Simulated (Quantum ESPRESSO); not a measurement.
**LaCrAsO: where do free moments turn?**

The moments of LaCrAsO start in several directions and relax. Which textures last, and at what energy?

Method: LDA; plane waves with GBRV 1.5 LDA potentials, no spin-orbit coupling, in Quantum ESPRESSO 7.5.

This is a report of a sequence of runs, with most program output left out.

### 1. The structure

It takes space group P4/nmm (No. 129, tetragonal). The conventional cell has a = 4.041 Å, b = 4.041 Å, c = 8.986 Å, α = 90.00°, β = 90.00°, γ = 90.00°. Nearest to La lie 4 O at 2.36 Å. Nearest to Cr lie 4 As at 2.49 Å. Nearest to As lie 4 Cr at 2.49 Å. Nearest to O lie 4 La at 2.36 Å. Farther neighbours and most contacts between anions are not listed.

The cell comes from the Crystallography Open Database.

### 2. Start 1: collinear parallel

The input, pw.in:

```
&CONTROL
  calculation = 'scf'
  prefix = 'pwscf'
  outdir = './tmp'
  pseudo_dir = './pseudo'
  disk_io = 'nowf'
/
&SYSTEM
  ibrav = 0
  nat = 8
  ntyp = 4
  ecutwfc = 34
  ecutrho = 238
  nbnd = 96
  occupations = 'smearing'
  smearing = 'fd'
  degauss = 0.00734986
  noncolin = .true.
  starting_magnetization(1) = 0
  starting_magnetization(2) = 0.1786
  angle1(2) = 0
  angle2(2) = 0
  starting_magnetization(3) = 0
  starting_magnetization(4) = 0
/
&ELECTRONS
  conv_thr = 1.6d-08
  electron_maxstep = 150
  mixing_beta = 0.3
/
ATOMIC_SPECIES
La    138.9055 la_lda_v1.uspp.F.UPF
Cr     51.9961 cr_lda_v1.5.uspp.F.UPF
As     74.9216 as_lda_v1.uspp.F.UPF
O      15.9990 o_lda_v1.2.uspp.F.UPF
CELL_PARAMETERS bohr
   7.6367612148    0.0000000000    0.0000000000
   0.0000000000    7.6367612148    0.0000000000
   0.0000000000    0.0000000000   16.9816458737
ATOMIC_POSITIONS crystal
La      0.5000000000    0.0000000000    0.1365000000
La      0.0000000000    0.5000000000    0.8635000000
Cr      0.0000000000    0.0000000000    0.5000000000
Cr      0.5000000000    0.5000000000    0.5000000000
As      0.5000000000    0.0000000000    0.6625000000
As      0.0000000000    0.5000000000    0.3375000000
O       0.0000000000    0.0000000000    0.0000000000
O       0.5000000000    0.5000000000    0.0000000000
K_POINTS automatic
4 4 2 0 0 0
```

The run is started by

```sh
$ OMP_NUM_THREADS=1 mpirun -n 4 pw.x -nk 4 -in pw.in > pw.out
```

Wall time 2.5 min (4 MPI ranks of Arm Neoverse V2, shared host); peak memory 1.3 GiB.

Spin moment in the atom's sphere by atom:

```csv
atom,x (μB),y (μB),z (μB),size
La1,0.00,0.00,0.00,0.00
La2,0.00,0.00,0.00,0.00
Cr3,0.00,0.00,1.96,1.96
Cr4,0.00,0.00,1.96,1.96
As5,0.00,0.00,-0.06,0.06
As6,0.00,0.00,-0.06,0.06
O7,0.00,0.00,0.00,0.00
O8,0.00,0.00,0.00,0.00
```

Read from the output:

```
smearing term TS       : 0.1437 eV
magnetization          : 0, 0, 4.191 μB
absolute magnetization : 4.67 μB
final state            : ferromagnetic
```

### 3. Start 2: two sublattices 90 degrees apart

Edit pw.in of step 2 so:

```diff
@@ -10,3 +10,3 @@
   nat = 8
-  ntyp = 4
+  ntyp = 5
   ecutwfc = 34
@@ -20,6 +20,9 @@
   starting_magnetization(2) = 0.1786
-  angle1(2) = 0
+  angle1(2) = 90
   angle2(2) = 0
-  starting_magnetization(3) = 0
+  starting_magnetization(3) = 0.1786
+  angle1(3) = 90
+  angle2(3) = 90
   starting_magnetization(4) = 0
+  starting_magnetization(5) = 0
 /
@@ -32,3 +35,4 @@
 La    138.9055 la_lda_v1.uspp.F.UPF
-Cr     51.9961 cr_lda_v1.5.uspp.F.UPF
+Cr1    51.9961 cr_lda_v1.5.uspp.F.UPF
+Cr2    51.9961 cr_lda_v1.5.uspp.F.UPF
 As     74.9216 as_lda_v1.uspp.F.UPF
@@ -42,4 +46,4 @@
 La      0.0000000000    0.5000000000    0.8635000000
-Cr      0.0000000000    0.0000000000    0.5000000000
-Cr      0.5000000000    0.5000000000    0.5000000000
+Cr1     0.0000000000    0.0000000000    0.5000000000
+Cr2     0.5000000000    0.5000000000    0.5000000000
 As      0.5000000000    0.0000000000    0.6625000000
```

Wall time 7.6 min (4 MPI ranks); peak memory 1.4 GiB.

Spin moment in the atom's sphere by atom:

```csv
atom,x (μB),y (μB),z (μB),size
La1,0.00,0.00,0.00,0.00
La2,0.00,0.00,0.00,0.00
Cr3,1.53,-1.52,0.00,2.16
Cr4,-1.53,1.52,0.00,2.16
As5,0.00,0.00,0.00,0.00
As6,0.00,0.00,0.00,0.00
O7,-0.01,0.01,0.00,0.01
O8,0.01,-0.01,0.00,0.01
```

Read from the output:

```yaml
smearing_term_ts: 0.1258 eV
magnetization: 0, -0.001, 0 μB
absolute_magnetization: 5.122 μB
final_state: antiferromagnetic
```

Valence density in the ac plane at fractional y = 0.000, with atoms of La and Cr and As and O within 0.2 Å of it. It is the smooth field of the valence electrons, not physical close to the nuclei.

Ten steps, logarithmic in the rise over the least value, from '0' (-1 e/Å³) to '9' (12 e/Å³), each cell a mean:
```
87554444444568
65544444444456
44444444444444
44444444444444
44444444444444
44444555554444
44445555555444
44455456455444
44455555455444
55555555555555
98655555555579
99754444445689
99654444444589
76544444444557
54444444444445
44444444444444
44444444444444
44444555544444
44445666655444
44456655665444
44456630565544
55556655665555
76555666655567
88654455545578
```
Columns run along a (4.0 Å), rows up along c (9.0 Å). Atoms in or near the plane, at fractional coordinates: La at (0.50, 0.14), Cr at (0.00, 0.50), As at (0.50, 0.66), O at (0.00, 0.00).

### 4. Start 3: random 1

Edit pw.in of step 3 so:

```diff
@@ -19,10 +19,11 @@
   starting_magnetization(1) = 0
-  starting_magnetization(2) = 0.1786
-  angle1(2) = 90
-  angle2(2) = 0
+  starting_magnetization(2) = 0.1785
+  angle1(2) = 113.404
+  angle2(2) = -52.53
   starting_magnetization(3) = 0.1786
-  angle1(3) = 90
-  angle2(3) = 90
+  angle1(3) = 109.695
+  angle2(3) = -115.749
   starting_magnetization(4) = 0
   starting_magnetization(5) = 0
+  nosym = .true.
 /
```

Wall time 8.1 min (4 MPI ranks); peak memory 1.4 GiB.

Spin moment in the atom's sphere by atom:

| atom | x (μB) | y (μB) | z (μB) | size |
| --- | --- | --- | --- | --- |
| La1 | 0.00 | 0.00 | 0.00 | 0.00 |
| La2 | 0.00 | 0.00 | 0.00 | 0.00 |
| Cr3 | 2.14 | 0.26 | -0.13 | 2.16 |
| Cr4 | -2.14 | -0.26 | 0.14 | 2.16 |
| As5 | 0.00 | 0.00 | 0.00 | 0.00 |
| As6 | 0.00 | 0.00 | 0.00 | 0.00 |
| O7 | -0.01 | 0.00 | 0.00 | 0.01 |
| O8 | 0.01 | 0.00 | 0.00 | 0.01 |

Numbers from this step:

| Quantity | Value |
| --- | --- |
| smearing term TS | 0.1258 eV |
| magnetization | 0, 0, 0.001 μB |
| absolute magnetization | 5.122 μB |
| final state | antiferromagnetic |

### 5. Start 4: random 2

Edit pw.in of step 4 so:

```diff
@@ -20,7 +20,7 @@
   starting_magnetization(2) = 0.1785
-  angle1(2) = 113.404
-  angle2(2) = -52.53
-  starting_magnetization(3) = 0.1786
-  angle1(3) = 109.695
-  angle2(3) = -115.749
+  angle1(2) = 14.727
+  angle2(2) = 170.945
+  starting_magnetization(3) = 0.1787
+  angle1(3) = 121.377
+  angle2(3) = -47.514
   starting_magnetization(4) = 0
```

Wall time 7.3 min (4 MPI ranks); peak memory 1.4 GiB.

Spin moment in the atom's sphere by atom:

```csv
atom,x (μB),y (μB),z (μB),size
La1,0.00,0.00,0.00,0.00
La2,0.00,0.00,0.00,0.00
Cr3,-0.98,0.79,1.76,2.16
Cr4,0.98,-0.79,-1.76,2.16
As5,0.00,0.00,0.00,0.00
As6,0.00,0.00,0.00,0.00
O7,0.00,0.00,-0.01,0.01
O8,0.00,0.00,0.01,0.01
```

Read from the output:

| Quantity | Value |
| --- | --- |
| smearing term TS | 0.1258 eV |
| magnetization | 0, 0, 0 μB |
| absolute magnetization | 5.122 μB |
| final state | antiferromagnetic |

### 6. An input with a fault

As a test, an input with a fault in it is run.

The input, pw.in:

```
&CONTROL
  calculation = 'scf'
  prefix = 'pwscf'
  outdir = './tmp'
  pseudo_dir = './pseudo'
  disk_io = 'nowf'
/
&SYSTEM
  ibrav = 0
  nat = 8
  ntyp = 4
  ecutwfc = 34
  ecutrho = 238
  nbnd = 51
  occupations = 'smearing'
  smearing = 'fd'
  degauss = 0.00734986
  nspin = 2
  lspinorb = .true.
  starting_magnetization(1) = 0
  starting_magnetization(2) = 0.1786
  starting_magnetization(3) = 0
  starting_magnetization(4) = 0
/
&ELECTRONS
  conv_thr = 1.6d-08
  electron_maxstep = 60
  mixing_beta = 0.3
/
ATOMIC_SPECIES
La    138.9055 la_lda_v1.uspp.F.UPF
Cr     51.9961 cr_lda_v1.5.uspp.F.UPF
As     74.9216 as_lda_v1.uspp.F.UPF
O      15.9990 o_lda_v1.2.uspp.F.UPF
CELL_PARAMETERS angstrom
   4.0412000000    0.0000000000    0.0000000000
   0.0000000000    4.0412000000    0.0000000000
   0.0000000000    0.0000000000    8.9863000000
ATOMIC_POSITIONS crystal
La      0.5000000000    0.0000000000    0.1365000000
La      0.0000000000    0.5000000000    0.8635000000
Cr      0.0000000000    0.0000000000    0.5000000000
Cr      0.5000000000    0.5000000000    0.5000000000
As      0.5000000000    0.0000000000    0.6625000000
As      0.0000000000    0.5000000000    0.3375000000
O       0.0000000000    0.0000000000    0.0000000000
O       0.5000000000    0.5000000000    0.0000000000
K_POINTS automatic
4 4 2 0 0 0
```

Run time: 0.76 s. Hardware: 4 MPI ranks; peak memory 0.07 GiB.

The input was rejected at the start.

The program's message: “setup (1): spin orbit requires a non collinear calculation”

The fault put into the input: spin-orbit coupling without noncolin.

### 7. The textures together

Textures, by row:

| start | final state | energy over the lowest (meV a seeded atom) | smallest moment (μB) | largest moment (μB) | net moment (μB a cell) | angles to the first moment (degrees) |
| --- | --- | --- | --- | --- | --- | --- |
| collinear parallel | ferromagnetic | 103.4 | 1.956 | 1.956 | 4.191 | 0 |
| two sublattices 90 degrees apart | antiferromagnetic | 0 | 2.158 | 2.158 | 6.63e-4 | 180 |
| random 1 | antiferromagnetic | 0 | 2.158 | 2.158 | 0.001451 | 180 |
| random 2 | antiferromagnetic | 0 | 2.158 | 2.158 | 0 | 180 |

### 8. Results

- lowest start: two sublattices 90 degrees apart, random 1 and random 2
- its final state: antiferromagnetic
- its moments: 2.16 μB
- its net moment: 6.6e-4 μB a cell

No finished start ends non-collinear. The mesh is coarse, so differences of some ten meV can be noise where moments are itinerant. Without spin–orbit coupling only the angles between moments matter. The cell holds only so many moments, so longer spirals cannot form in it. Energies are free energies at an electronic temperature of 1160 K, which lowers moments and differences where the moments are itinerant. No Hubbard term acts here. In such compounds local and semilocal functionals without one often delocalise the d electrons, and can shrink or lose moments and miss the size, sign and order of the couplings. The cutoff lies under the 40 Ry that these files are usually run at. The smearing term is large for its width, so states at the Fermi level are partly filled: at this level the cell is a metal or has a gap of a few widths at most.

[Logs and program files are shortened in this print: banners, set-up blocks, solver, clock and traceback lines can be left out without a mark of their own.]

[Logs are printed without paths, hosts, clocks, repeated set-up lines and the standing remarks that a program may print on its own settings, such as how far it seeks lower states.]

[Hosts, paths, dates, database ids (printed as entryN), source tags and the programs' standing remarks are cut or masked in the printed files.]

[Where a cell is said to come from a database of computed structures, the database is the Materials Project.]
